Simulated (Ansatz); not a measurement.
# GeMoS4: relaxing a made-up structure, part 2 of 2

Starting from a made-up structure for GeMoS4, the aim is the relaxed cell, its shortest contacts and, where a second run follows, its electronic structure.

Ansatz 0.2.0; DFT, PBEsol, plane-wave PAW, files of the set soft_1, scalar-relativistic, no spin, cell and ions relaxed at zero pressure; PAW set soft_1 (the session's first sound run).

So far: The structure; Relaxing cell and atoms.

### 2. Relaxing cell and atoms (continued)

Step by step:

```tsv
step	energy less that of the first step (eV)	largest force component (eV/Å)	pressure (GPa)	volume (Å³)
1	0.0000	1.7872	-12.94	159.66
2	-1.5197	0.3298	-6.31	141.92
3	-1.7978	0.9812	1.51	128.06
4	-1.8504	0.2314	0.66	125.98
5	-1.8670	0.0859	-0.45	127.58
6	-1.8680	0.0051	0.07	126.88
7	-1.8681	0.0028	0.00	127.05
8*	-1.8646	0.0022	0.00	127.05
```

Relaxation steps marked * repeat the geometry before them on a plane-wave basis chosen anew for their cell, so energy and pressure can jump there.

Forces are held to the 8 operations that the run works with; a distortion that breaks them can't arise in this run.

```tsv
conventional cell, symmetrised	before	after	change
a (Å)	4.969	4.717	-5.1 %
b (Å)	4.969	4.717	-5.1 %
c (Å)	12.933	11.422	-11.7 %
volume (Å³/atom)	26.61	21.17	-20.4 %
```

The atoms that moved most (Å, as changes of fractional coordinates times the final cell):

```tsv
atom	dx	dy	dz	length
S3	0.000	0.000	0.016	0.016
S5	0.000	0.000	-0.016	0.016
S4	0.000	0.000	-0.007	0.007
S6	0.000	0.000	0.007	0.007
```

Final coordinates:

```cif
data_structure
_symmetry_space_group_name_H-M 'P 1'
_symmetry_Int_Tables_number 1
_cell_length_a 6.6136
_cell_length_b 6.6136
_cell_length_c 6.6136
_cell_angle_alpha 138.219
_cell_angle_beta 138.219
_cell_angle_gamma 60.568
_cell_volume 127.05
loop_
_atom_site_label
_atom_site_type_symbol
_atom_site_fract_x
_atom_site_fract_y
_atom_site_fract_z
_atom_site_occupancy
Mo1 Mo 0.00000 0.00000 0.00000 1
Ge2 Ge 0.75000 0.25000 0.50000 1
S3 S 0.20420 0.20420 0.00000 1
S4 S 0.54308 0.04308 0.50000 1
S5 S 0.79580 0.79580 0.00000 1
S6 S 0.95692 0.45692 0.50000 1
```

This step gave:

```
free energy             : -12692.2000 eV
energy at zero smearing : -12692.1903 eV
smearing term TS        : 0.01953 eV
Fermi energy            : 7.201 eV
electrons               : 52
symmetry operations     : 8
pressure                : -7.05e-4 GPa
```

Shortest distances by pair of elements, guess and relaxed (not always the same contact):

```tsv
pair	guess (Å)	relaxed (Å)
Mo–S	2.548	2.332
Ge–S	2.558	2.363
S–S	3.226	2.991
Ge–Mo	4.078	3.703
Mo–Mo	4.969	4.717
```

The relaxation ends with a largest force component of 0.0022 eV/Å and a pressure of 0.00 GPa.

### 3. Bands of the relaxed cell

A second self-consistent run takes a narrower smearing and the mesh shown in its input; the bands follow along the standard path of the relaxed lattice.

This step: DFT, PBEsol, plane-wave PAW, files of the set soft_1, scalar-relativistic, no spin, bands and density of states at the relaxed cell; PAW set soft_1 (Ansatz 0.2.0).

Contents of input.yaml:

```yaml
crystal:
  lattice:
    - [-2.3582908933, 2.3582908933, 5.7110522475]
    - [2.3582908933, -2.3582908933, 5.7110522475]
    - [2.3582908933, 2.3582908933, -5.7110522475]
  atoms:
    - { symbol: Mo, position: [0.0, 0.0, 0.0] }
    - { symbol: Ge, position: [0.75, 0.25, 0.5] }
    - { symbol: S, position: [0.2042037346, 0.2042037346, 0.0] }
    - { symbol: S, position: [0.5430847292, 0.0430847292, 0.5] }
    - { symbol: S, position: [0.7957962654, 0.7957962654, 0.0] }
    - { symbol: S, position: [0.9569152708, 0.4569152708, 0.5] }
kpoints:
  mp_grid: { grid: [10, 10, 10] }
  band_path:
    path:
      - [[0.0, 0.0, 0.0], [0.0, 0.0, 0.5], [-0.08525748, 0.08525748, 0.5], [-0.29262874, 0.29262874, 0.29262874], [0.0, 0.0, 0.0], [0.5, 0.5, -0.5], [0.29262874, 0.70737126, -0.29262874], [0.0, 0.5, 0.0], [0.25, 0.25, 0.25], [0.5, 0.5, -0.08525748], [0.5, 0.5, -0.5]]
      - [[0.0, 0.0, 0.5], [0.25, 0.25, 0.25]]
    npoints: 7
scf:
  occupations: { method: fermi_dirac, width: 0.03 }
  n_extra_bands: 10
hamiltonian:
  xc: pbesol
  pseudopotentials: { kind: paw, azcp: { folder: soft_1 }, xc_functional: pbe }
output:
  forces: true
  stress: true
  write_bands: true
  dos: { projected: true }
  write_density: true
  write_potential: true
  elf: true
  volumetric_format: npy
```

Run with:

```sh
$ ansatz run input.yaml --threads 4 --pin off --max-ram 10240MiB --backend cpu --events-out ev --progress --plain --runs-dir out
```

Numbers of over 12 decimals in the logs are rounded to 6 here.

The log of the run:

```text
[...]
Crystal: 6 atoms, lattice volume = 127.049 Å³
Basis set: ecut = 420 eV, 2459 PW (Γ), exchange–correlation on 90×90×90 points (8 copies of the dense FFT grid, shifted against one another)
Bands: 36, of which v1, the nominal top of the filled ones, is band 26 counted from 1 (25 counted from 0)
Symmetry: 8 space group operations
[...]
k-points: 102 of 1000 (time reversal used)
[...]
SCF iter   1: F=—  HF=-12693.769083 eV  |F-HF|=—  |Δ(HF+E_count)|=         —  Δρ=6.70e-2  dr2=1.08e1  ethr=3.10e-3  ⟨swp⟩=8.0  Hψ=18914  notcnv=0  defer=5
[...]
SCF iter   9: F=-12692.191418 eV  HF=-12692.191418 eV  |F-HF|=2.42e-10  |Δ(HF+E_count)|=   1.09e-7  Δρ=1.53e-6  dr2=2.93e-9  ethr=1.92e-10  ⟨swp⟩=18.3  Hψ=28732  notcnv=0
SCF 1 converged in 9 iterations: F = -12692.191418 eV  dr2 = 2.93e-9
[...]
NSCF: frozen V_eff on 79 k-points
SCF converged after 9 iterations
Free energy (F): -12692.191418 eV
[...]
Internal energy: -12692.183886 eV  (E = F + TS)
E sigma→0 (E₀):  -12692.187652 eV
Entropy (-TS):   -0.007532 eV (-1.255 meV/atom)
Fermi energy:    7.170576 eV
[...]
--- Forces (eV/Å), atoms counted from 1 ---
  atom   1  Mo     0.00000000    -0.00000000    -0.00000000
  atom   2  Ge    -0.00000000    -0.00000000    -0.00000000
  atom   3  S      0.00000000     0.00000000    -0.01566419
  atom   4  S      0.00000000    -0.00000000     0.03916530
  atom   5  S      0.00000000     0.00000000     0.01566419
  atom   6  S      0.00000000    -0.00000000    -0.03916530
  max |Σ_I F_I| component: 3.08e-16 eV/Å
--- Stress (GPa, compression-positive) ---
        0.024047       0.000000      -0.000000
        0.000000       0.024047       0.000000
       -0.000000       0.000000      -0.180278
  P = ⅓ Tr σ = -0.0441 GPa (-0.441 kbar)
--- Band table (eV; the first three rows and the last of 102) ---
  k-point 0: bands = [... 22 lower, 5.8395, 5.9939, 6.0493, 6.0493, 7.5904, 8.1187, 8.1187, 8.6248, ... 6 higher]
  k-point 1: bands = [... 22 lower, 5.2966, 5.8513, 6.1715, 6.6933, 7.4851, 7.7290, 7.8982, 9.4376, ... 6 higher]
  k-point 2: bands = [... 22 lower, 5.2824, 5.7127, 6.1405, 6.8564, 7.3392, 7.5767, 8.4599, 10.3552, ... 6 higher]
  k-point 101: bands = [... 22 lower, 4.6758, 6.0096, 6.2983, 6.2983, 6.9634, 8.4716, 8.4716, 8.7523, ... 6 higher]
```

Elapsed: 20 s, on 4 threads of Arm Neoverse V1, shared host; peak memory 0.7 GiB.

In the SCF lines HF is the Harris–Foulkes energy and dr2 the Hartree energy of the density residual, in eV; the loop may stop once dr2 is under the threshold and the program's other checks hold. Hψ counts applications of the Hamiltonian.

Numbers from this step:

```yaml
free_energy: -12692.1914 eV
energy_at_zero_smearing: -12692.1877 eV
smearing_term_ts: 0.007532 eV
fermi_energy: 7.171 eV
pressure: -0.04406 GPa
```

From bands.tsv, the bands that come nearest the Fermi level along the path, at its corners, in eV from the Fermi level:

```tsv
point	band 23	band 24	band 25	band 26	band 27	band 28	band 29	band 30
Γ	-1.33	-1.18	-1.12	-1.12	0.42	0.95	0.95	1.45
X	-1.63	-1.17	-0.64	-0.30	0.93	1.42	2.64	2.82
Y	-1.67	-1.45	-0.68	-0.53	0.90	1.35	2.56	3.15
S	-2.30	-1.69	-1.12	-0.23	0.52	1.16	1.46	2.26
Γ	-1.33	-1.18	-1.12	-1.12	0.42	0.95	0.95	1.45
Z	-2.49	-1.16	-0.87	-0.87	-0.21	1.30	1.30	1.58
S1	-2.30	-1.69	-1.12	-0.23	0.52	1.16	1.46	2.26
N	-1.73	-1.63	-1.27	-0.30	0.68	1.06	1.61	2.43
P	-1.17	-0.85	-0.77	0.11	0.35	1.50	2.60	2.84
Y1	-1.67	-1.45	-0.68	-0.53	0.90	1.35	2.56	3.15
Z	-2.49	-1.16	-0.87	-0.87	-0.21	1.30	1.30	1.58
X	-1.63	-1.17	-0.64	-0.30	0.93	1.42	2.64	2.82
P	-1.17	-0.85	-0.77	0.11	0.35	1.50	2.60	2.84
```

Counts of states for the cell as run, both spins, by energy window (eV from the Fermi level):

| from | to | total |
| --- | --- | --- |
| -8 | -7 | 0.48 |
| -7 | -6 | 0.43 |
| -6 | -5 | 3.31 |
| -5 | -4 | 4.33 |
| -4 | -3 | 4.08 |
| -3 | -2 | 4.80 |
| -2 | -1 | 4.51 |
| -1 | 0 | 2.58 |
| 0 | 1 | 3.21 |
| 1 | 2 | 2.32 |
| 2 | 3 | 1.90 |
| 3 | 4 | 2.52 |
| 4 | 5 | 2.28 |
| 5 | 6 | 2.73 |

Below -8 eV lie 27.5 more states.

Valence density in the ab plane of the cell as run, not the conventional one, at fractional z = 0.000, with atoms of Mo and S within 0.2 Å of it. It is the smooth field of the valence electrons, not physical close to the nuclei.

Ten steps, logarithmic in the rise over the least value, from '0' (0.0 e/Å³) to '9' (6.9 e/Å³), each cell a mean:
```
997432211123444469
887421111124556556
565321100124555654
333321100013553564
322221100002455554
311111100001245554
211111000000123443
210000000000001222
111000000000000111
222100000000000011
233321000000000011
345542100000111112
456554210001111112
455455420001122223
456545531001123344
655656532101123577
975555432111123689
996444322122333589
```
Columns run along a (6.6 Å), rows up along b (6.6 Å). Atoms in or near the plane, at fractional coordinates: Mo at (0.00, 0.00), S at (0.20, 0.20), S at (0.80, 0.80).

Electrostatic potential energy in the ab plane of the cell as run, not the conventional one, at fractional z = 0.000, with atoms of Mo and S within 0.2 Å of it. With pseudopotentials it is smooth inside the atoms' cores, unlike the true potential.

Ten even steps from '0' (-50 eV) to '9' (13 eV), each cell a mean:
```
002799999998878740
103789999998534674
656799999998422367
888899999999524248
999999999999842237
999999999999985458
999999999999999888
999999999999999999
999999999999999999
999999999999999999
999999999999999999
976689999999999999
862247999999999999
862324899999999989
873332699999998777
476322699999998632
037766799999998500
004888999999998610
```
Columns run along a (6.6 Å; values clipped at the 3rd and 97th percentile), rows up along b (6.6 Å). Atoms in or near the plane, at fractional coordinates: Mo at (0.00, 0.00), S at (0.20, 0.20), S at (0.80, 0.80).

ELF in the ab plane of the cell as run, not the conventional one, at fractional z = 0.000, with atoms of Mo and S within 0.2 Å of it. It is the smooth field of the valence electrons, not physical close to the nuclei.

Ten even steps from '_' (0.01) to '@' (0.85), each cell a mean:
```
**%%##::::----::....++%%@@@@%%====##
##%%**::......____..**@@@@%%@@%%====
--==--::......____..++@@@@--::##%%==
--::..........______--%%@@==__::@@%%
++::..::......______..++@@%%==--%%@@
++::........__________::**@@@@@@@@@@
==..____..______________::++%%@@@@%%
::________________________..--++**++
....__________________________......
::----::__________________________..
++##%%##++::______________________::
##@@@@@@@@**::____________........--
%%@@##**%%@@**::________..........--
##@@++__--%%@@++______............::
==%%%%::__**@@##::______..::..::::::
====%%%%++##@@%%--______......--**##
##++==%%@@@@@@##--..__..::::::==%%%%
++##====##%%##++::..::==++++----##**
```
Columns run along a (6.6 Å), rows up along b (6.6 Å). Atoms in or near the plane, at fractional coordinates: Mo at (0.00, 0.00), S at (0.20, 0.20), S at (0.80, 0.80).

### 4. Outcome

| Item | Value |
| --- | --- |
| space group, relaxed | I-4m2 |
| conventional cell | a = 4.717, b = 4.717, c = 11.422 Å; α = 90.0°, β = 90.0°, γ = 90.0° |
| volume per atom | 21.17 Å³ (guess 26.61) |

In words: GeMoS4 relaxes to I-4m2 with a = 4.717, b = 4.717 and c = 11.422 Å. The guessed volume was 26 % too large. The space group I-4m2 was held in the relaxation, so the end point is a stationary structure within it and may be a saddle against distortions or other arrangements. Bands cross the Fermi level, so it is a metal or semimetal at this level. Semilocal functionals can close a small real gap, so this isn't settled for compounds with anions. On the 10×10×10 mesh with the narrower smearing (relaxed on 8×8×8) the largest force component is 0.039 eV/Å and the largest stress component is 0.180 GPa, against the relaxation's thresholds of 0.015 eV/Å and 0.05 GPa. The cutoff wasn't tested. A vector of the cell changed its length by 10 %, more than the volume shows. No dispersion term is used, so weakly bound directions may come out too long. The runs have no spin, and magnetism wasn't tested. Nothing here tests whether the compound is stable against decomposition.

[Logs are printed without paths, hosts, clocks, repeated set-up lines and the standing remarks that a program may print on its own settings, such as how far it seeks lower states.]

[Hosts, paths, dates, database ids (printed as entryN), source tags and the programs' standing remarks are cut or masked in the printed files.]
